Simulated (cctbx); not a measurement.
# Ce2CdTe4 with cctbx, script by script

Library: cctbx 2025.11. The data are simulated by the first script.

## 1. Simulate the data

run.py:

```python
from cctbx import adptbx, crystal, miller, sgtbx, xray
from cctbx.array_family import flex
from iotbx.shelx import hklf
from scitbx import matrix
import scitbx.random

cs = crystal.symmetry(unit_cell=(9.329, 9.329, 9.278, 90, 90, 90), space_group_symbol='Hall: I -4 2bw')  # I-42d
atoms = [  # label, site, U (iso, or U11 U22 U33 U12 U13 U23 in A^2), occupancy
    ("Ce1", (0.1337, 0.25, 0.125), (0.0053, 0.0052, 0.0079, 0.0000, 0.0000, 0.0003), 1),
    ("Te1", (0.4313, 0.319, 0.3016), (0.0056, 0.0076, 0.0057, 0.0019, 0.0005, 0.0003), 1),
    ("Cd1", (0, 0, 0.5), (0.0080, 0.0080, 0.0082, 0.0000, 0.0000, -0.0000), 1),
]
xs = xray.structure(crystal_symmetry=cs)
for label, site, u, occ in atoms:
    u = adptbx.u_cif_as_u_star(cs.unit_cell(), u) if isinstance(u, tuple) else u
    xs.add_scatterer(xray.scatterer(label, site=site, u=u, occupancy=occ))
xs.set_inelastic_form_factors(1.54184, "sasaki")
xs.show_summary()
p1 = xs.expand_to_p1()
ms = miller.build_set(p1, anomalous_flag=True, d_min=0.8)
flex.set_random_seed(456626)
scitbx.random.set_random_seed(456626)
ms = ms.select(flex.random_double(ms.size()) < 0.5)
i = ms.structure_factors_from_scatterers(p1, algorithm="direct").f_calc().as_intensity_array().data()
i = i * 40000 / flex.max(i)
sig = flex.sqrt(i + flex.pow2(0.015 * i) + 15 ** 2)
noise = scitbx.random.variate(scitbx.random.normal_distribution())(i.size())
data = ms.array(data=i + sig * noise, sigmas=sig).set_observation_type_xray_intensity()
with open("data.hkl", "w") as f:
    data.export_as_shelx_hklf(f)
print("reflections written:", data.size(), " <I/sigma> = %.1f" % flex.mean(data.data() / data.sigmas()))
for h, a, b in list(data.sort("data"))[:12]:
    print("%4d%4d%4d %9.1f %7.1f" % (h + (a, b)))
```

```console
$ python run.py
```

```text
Number of scatterers: 3
At special positions: 2
Unit cell: (9.329, 9.329, 9.278, 90, 90, 90)
Space group: I -4 2 d (No. 122)
reflections written: 3326  <I/sigma> = 17.9
  -4   4  -4   40586.4   632.6
   3   0   1   40481.6   627.6
   3   0  -1   40284.9   627.6
   0  -3  -1   40240.9   627.6
   4   4   4   40112.9   632.6
   0  -3   1   40036.8   627.6
   3   1   0   38544.1   597.1
  -1   3   0   37359.6   597.1
  -4  -4  -4   37052.4   581.9
  -1  -3   0   36770.8   597.1
   3  -1   0   36304.3   597.1
   1   0  -3   36099.4   566.4
```

It took 0.24 s on 1 thread of Arm Neoverse V2 (shared host), peak memory 0.07 GiB.

## 2. Refinement (right model, isotropic)

run.py:

```python
import math
from cctbx import adptbx, crystal, maptbx, sgtbx, xray
from cctbx.array_family import flex
from cctbx.xray import observations
from iotbx.shelx import hklf
from scitbx.lstbx import normal_eqns_solving
from smtbx import absolute_structure, utils
from smtbx.refinement import constraints, least_squares

cs = crystal.symmetry(unit_cell=(9.329, 9.329, 9.278, 90, 90, 90), space_group_symbol='Hall: I -4 2bw')  # I-42d
atoms = [  # label, site, U (iso, or U11 U22 U33 U12 U13 U23 in A^2), occupancy
    ("Ce1", (0.1375, 0.25, 0.125), 0.0200, 1),
    ("Te1", (0.4396, 0.3226, 0.31), 0.0200, 1),
    ("Cd1", (0, 0, 0.5), 0.0200, 1),
]
xs = xray.structure(crystal_symmetry=cs)
for label, site, u, occ in atoms:
    u = adptbx.u_cif_as_u_star(cs.unit_cell(), u) if isinstance(u, tuple) else u
    xs.add_scatterer(xray.scatterer(label, site=site, u=u, occupancy=occ))
xs.set_inelastic_form_factors(1.54184, "sasaki")
raw = hklf.reader(file_name="data.hkl").as_miller_arrays(crystal_symmetry=cs, anomalous=True)[0]
merged = raw.eliminate_sys_absent().merge_equivalents()
fo2 = merged.array().set_observation_type_xray_intensity()
print("Rint %.3f, %d unique reflections to %.2f A" % (merged.r_int(), fo2.size(), fo2.d_min()))
for sc in xs.scatterers():
    sc.flags.set_grad_site(True)
    sc.flags.set_grad_u_aniso(sc.flags.use_u_aniso())
    sc.flags.set_grad_u_iso(sc.flags.use_u_iso())
obs = fo2.as_xray_observations()
extra = {}
rep = constraints.reparametrisation(xs, [], utils.connectivity_table(xs), **extra)
ls = least_squares.crystallographic_ls(obs, rep, weighting_scheme=least_squares.mainstream_shelx_weighting(a=0, b=0))
print("cycle     R1     wR2    GooF  max shift (A)")
for cycle in range(8):
    ls.build_up()
    r1, wr2, goof = ls.r1_factor(cutoff_factor=2)[0], ls.wR2(), ls.goof()
    old = xs.sites_cart()
    normal_eqns_solving.levenberg_marquardt_iterations(ls, n_max_iterations=3, tau=1e-06, step_threshold=1e-7)
    big = flex.max((xs.sites_cart() - old).norms())
    print("%4d %7.4f %7.4f %7.3f %9.5f" % (cycle + 1, r1, wr2, goof, big))
    ls.build_up(objective_only=True)
    if abs(ls.wR2() - wr2) < 5e-5 and big < 5e-4:
        break
ls.build_up()
print("final R1 %.4f wR2 %.4f GooF %.3f  parameters %d  data/parameter %.1f" % (ls.r1_factor(cutoff_factor=2)[0], ls.wR2(), ls.goof(), ls.n_parameters, fo2.size() / ls.n_parameters))
cov = ls.covariance_matrix_and_annotations()
su = dict(zip(cov.annotations, (math.sqrt(max(v, 0)) for v in cov.matrix.matrix_packed_u_diagonal())))
a2 = cs.unit_cell().reciprocal_parameters()[0] ** -2
print("atom        x        y        z      Ueq    occ   su(xyz)  su(Uiso or U11)")
for sc in xs.scatterers():
    s = max(su.get(sc.label + k, 0) for k in (".x", ".y", ".z"))
    npd = "" if sc.is_positive_definite_u(cs.unit_cell()) else "  NPD"
    print("%-5s %8.5f %8.5f %8.5f %8.4f %6.3f %8.5f %7.4f%s" % ((sc.label,) + sc.site + (sc.u_iso_or_equiv(cs.unit_cell()), sc.occupancy, s, su.get(sc.label + ".uiso", su.get(sc.label + ".u11", 0) * a2), npd)))
fo = fo2.f_sq_as_f()
fc = fo.structure_factors_from_scatterers(xs, algorithm="direct").f_calc()
diff = fo.f_obs_minus_f_calc(1 / math.sqrt(ls.scale_factor()), fc).average_bijvoet_mates()
m = diff.fft_map(symmetry_flags=maptbx.use_space_group_symmetry, resolution_factor=0.25).apply_volume_scaling()
print("difference map: max %.2f min %.2f rms %.2f" % (m.statistics().max(), m.statistics().min(), m.statistics().sigma()))
peaks = m.peak_search(parameters=maptbx.peak_search_parameters(min_distance_sym_equiv=0.6, max_clusters=6)).all()
near = xs.closest_distances(peaks.sites(), distance_cutoff=4)
sps = cs.special_position_settings(min_distance_sym_equiv=0.5)
for k, (x, h) in enumerate(zip(peaks.sites(), peaks.heights())):
    ss = sps.site_symmetry(x)
    print("Q%-3d %7.4f %7.4f %7.4f %4d %7.2f  %.2f A from %s" % ((k + 1,) + tuple(t % 1 for t in ss.exact_site()) + (ss.multiplicity(), h, near.smallest_distances[k], xs.scatterers()[near.i_seqs[k]].label)))
```

```console
$ python run.py
```

```text
Rint 0.013, 412 unique reflections to 0.80 A
cycle     R1     wR2    GooF  max shift (A)
   1  0.2267  0.4878  37.000   0.11526
   2  0.0127  0.0307   2.330   0.00004
final R1 0.0127 wR2 0.0307 GooF 2.330  parameters 7  data/parameter 58.9
atom        x        y        z      Ueq    occ   su(xyz)  su(Uiso or U11)
Ce1    0.13366  0.25000  0.12500   0.0062  1.000  0.00005  0.0001
Te1    0.43126  0.31898  0.30158   0.0063  1.000  0.00004  0.0001
Cd1    0.00000  0.00000  0.50000   0.0083  1.000  0.00000  0.0002
difference map: max 1.07 min -1.01 rms 0.19
Q1    0.0384  0.1370  0.8120   16    1.13  0.51 A from Te1
Q2    0.1022  0.2319  0.7929   16    1.01  0.57 A from Te1
Q3    0.1293  0.2422  0.0780   16    0.92  0.44 A from Ce1
Q4    0.0487  0.7205  0.4802   16    0.63  1.19 A from Te1
Q5    0.0331  0.5682  0.6328   16    0.62  1.30 A from Cd1
Q6    0.1198  0.7387  0.1812   16    0.56  1.89 A from Te1
```

Time: 0.52 s.

## 3. Refinement (right model, anisotropic)

run.py, as its changes from the last script of this kind:

```diff
@@ -12,3 +12,3 @@
-    ("Ce1", (0.1375, 0.25, 0.125), 0.0200, 1),
-    ("Te1", (0.4396, 0.3226, 0.31), 0.0200, 1),
-    ("Cd1", (0, 0, 0.5), 0.0200, 1),
+    ("Ce1", (0.13366, 0.25, 0.125), 0.0062, 1),
+    ("Te1", (0.43126, 0.31898, 0.30158), 0.0063, 1),
+    ("Cd1", (0, 0, 0.5), 0.0083, 1),
@@ -20,0 +21 @@
+xs.convert_to_anisotropic()
@@ -53,0 +55,4 @@
+fc = fo2.structure_factors_from_scatterers(xs, algorithm="direct").f_calc()
+absolute_structure.flack_analysis(xs, fo2.as_xray_observations()).show()
+h = absolute_structure.hooft_analysis(fo2, fc, scale_factor=ls.scale_factor())
+print("Hooft y: %.3f(%.0f)  Bijvoet pairs: %d" % (h.hooft_y, 1000 * h.sigma_y, h.n_bijvoet_pairs))
```

```console
$ python run.py
```

```text
Rint 0.013, 412 unique reflections to 0.80 A
cycle     R1     wR2    GooF  max shift (A)
   1  0.0127  0.0307   2.356   0.00064
   2  0.0063  0.0135   1.037   0.00000
final R1 0.0063 wR2 0.0135 GooF 1.037  parameters 16  data/parameter 25.8
atom        x        y        z      Ueq    occ   su(xyz)  su(Uiso or U11)
Ce1    0.13370  0.25000  0.12500   0.0060  1.000  0.00002  0.0001
Te1    0.43133  0.31898  0.30160   0.0063  1.000  0.00002  0.0001
Cd1    0.00000  0.00000  0.50000   0.0081  1.000  0.00000  0.0001
Flack x: 0.009(6)
Hooft y: -0.003(5)  Bijvoet pairs: 164
difference map: max 0.42 min -0.30 rms 0.10
Q1    0.1310  0.7596  0.0589   16    0.45  1.84 A from Te1
Q2    0.1725  0.1860  0.6903   16    0.32  1.42 A from Te1
Q3    0.1888  0.1874  0.3795   16    0.31  1.78 A from Te1
Q4    0.1721  0.1956  0.9437   16    0.29  1.64 A from Te1
Q5    0.0042  0.0744  0.6107   16    0.28  1.24 A from Cd1
Q6    0.0536  0.6813  0.7746   16    0.27  1.74 A from Te1
```

Time: 0.51 s.

## 4. Refinement

run.py, as its changes from the last script of this kind:

```diff
@@ -14 +14 @@
-    ("Cd1", (0, 0, 0.5), 0.0083, 1),
+    ("Zn1", (0, 0, 0.5), 0.0083, 1),
@@ -35 +35 @@
-for cycle in range(8):
+for cycle in range(12):
@@ -55,4 +54,0 @@
-fc = fo2.structure_factors_from_scatterers(xs, algorithm="direct").f_calc()
-absolute_structure.flack_analysis(xs, fo2.as_xray_observations()).show()
-h = absolute_structure.hooft_analysis(fo2, fc, scale_factor=ls.scale_factor())
-print("Hooft y: %.3f(%.0f)  Bijvoet pairs: %d" % (h.hooft_y, 1000 * h.sigma_y, h.n_bijvoet_pairs))
```

```console
$ python run.py
```

```text
Rint 0.013, 412 unique reflections to 0.80 A
cycle     R1     wR2    GooF  max shift (A)
   1  0.1209  0.2998  22.996   0.00117
   2  0.0535  0.1537  11.787   0.00008
final R1 0.0536 wR2 0.1537 GooF 11.787  parameters 16  data/parameter 25.8
atom        x        y        z      Ueq    occ   su(xyz)  su(Uiso or U11)
Ce1    0.13357  0.25000  0.12500   0.0070  1.000  0.00024  0.0012
Te1    0.43127  0.31907  0.30148   0.0064  1.000  0.00020  0.0009
Zn1    0.00000  0.00000  0.50000  -0.0232  1.000  0.00000  0.0011  NPD
difference map: max 9.87 min -1.75 rms 0.84
Q1    0.0000  0.0000  0.5000    4    9.87  0.00 A from Zn1
Q2    0.0633  0.1853  0.8108   16    2.77  0.11 A from Te1
Q3    0.1242  0.2500  0.1250    8    2.56  0.09 A from Ce1
Q4    0.0000  0.0000  0.2440    8    2.50  1.85 A from Te1
Q5    0.1824  0.1800  0.9286   16    2.16  1.59 A from Te1
Q6    0.0935  0.1008  0.9274   16    2.02  1.41 A from Te1
```

Time: 0.57 s.

This run holds a fault made on purpose: wrong element: Zn1 is Cd.

## 5. Refinement

run.py, as its changes from the last script of this kind:

```diff
@@ -12 +12 @@
-    ("Ce1", (0.13366, 0.25, 0.125), 0.0062, 1),
+    ("Cd1", (0.13366, 0.25, 0.125), 0.0062, 1),
@@ -14 +14 @@
-    ("Zn1", (0, 0, 0.5), 0.0083, 1),
+    ("Ce1", (0, 0, 0.5), 0.0083, 1),
```

```console
$ python run.py
```

```text
Rint 0.013, 412 unique reflections to 0.80 A
cycle     R1     wR2    GooF  max shift (A)
   1  0.0957  0.2353  18.049   0.00265
   2  0.0613  0.1497  11.483   0.00002
final R1 0.0614 wR2 0.1497 GooF 11.483  parameters 16  data/parameter 25.8
atom        x        y        z      Ueq    occ   su(xyz)  su(Uiso or U11)
Cd1    0.13383  0.25000  0.12500  -0.0021  1.000  0.00024  0.0011  NPD
Te1    0.43112  0.31894  0.30182   0.0076  1.000  0.00021  0.0009
Ce1    0.00000  0.00000  0.50000   0.0199  1.000  0.00000  0.0013
difference map: max 2.99 min -2.37 rms 0.52
Q1    0.0000  0.0000  0.5000    4    2.99  0.00 A from Ce1
Q2    0.0622  0.1798  0.7972   16    2.56  0.08 A from Te1
Q3    0.1468  0.2141  0.1364   16    2.50  0.37 A from Cd1
Q4    0.0630  0.0769  0.6930   16    1.74  1.40 A from Te1
Q5    0.0876  0.6187  0.3778   16    1.61  1.52 A from Cd1
Q6    0.0444  0.0716  0.2106   16    1.34  1.83 A from Te1
```

Time: 0.5 s.

This run holds a fault made on purpose: elements exchanged: Ce1 is Cd and Cd1 is Ce.

## 6. Refinement

run.py, as its changes from the last script of this kind:

```diff
@@ -12 +12 @@
-    ("Cd1", (0.13366, 0.25, 0.125), 0.0062, 1),
+    ("Ce1", (0.13366, 0.25, 0.125), 0.0062, 1),
@@ -14 +14 @@
-    ("Ce1", (0, 0, 0.5), 0.0083, 1),
+    ("Cd1", (0, 0, 0.5), 0.0083, 1),
@@ -23 +23 @@
-merged = raw.eliminate_sys_absent().merge_equivalents()
+merged = raw.eliminate_sys_absent().resolution_filter(d_min=2).merge_equivalents()
```

```console
$ python run.py
```

```text
Rint 0.013, 25 unique reflections to 2.08 A
cycle     R1     wR2    GooF  max shift (A)
   1  0.0068  0.0153   2.000   0.00680
   2  0.0026  0.0073   0.950   0.00000
final R1 0.0026 wR2 0.0073 GooF 0.950  parameters 16  data/parameter 1.6
atom        x        y        z      Ueq    occ   su(xyz)  su(Uiso or U11)
Ce1    0.13439  0.25000  0.12500   0.0074  1.000  0.00035  0.0044
Te1    0.43133  0.31872  0.30141   0.0074  1.000  0.00022  0.0051
Cd1    0.00000  0.00000  0.50000   0.0048  1.000  0.00000  0.0033
difference map: max 0.06 min -0.06 rms 0.03
Q1    0.1619  0.1522  0.4996   16    0.06  1.84 A from Te1
Q2    0.9963  0.1664  0.5798   16    0.06  1.72 A from Cd1
Q3    0.0000  0.0000  0.3443    8    0.05  1.44 A from Cd1
Q4    0.1666  0.1767  0.8366   16    0.04  0.97 A from Te1
Q5    0.1858  0.1485  0.1742   16    0.03  1.15 A from Ce1
Q6    0.0008  0.1561  0.2557   16    0.03  1.95 A from Ce1
```

It took 0.52 s on 1 thread of Arm Neoverse V2, on a shared host, peak memory 0.09 GiB.

This run holds a fault made on purpose: data cut at low resolution.

[Logs are printed without paths, hosts, clocks, repeated set-up lines and the standing remarks that a program may print on its own settings, such as how far it seeks lower states.]
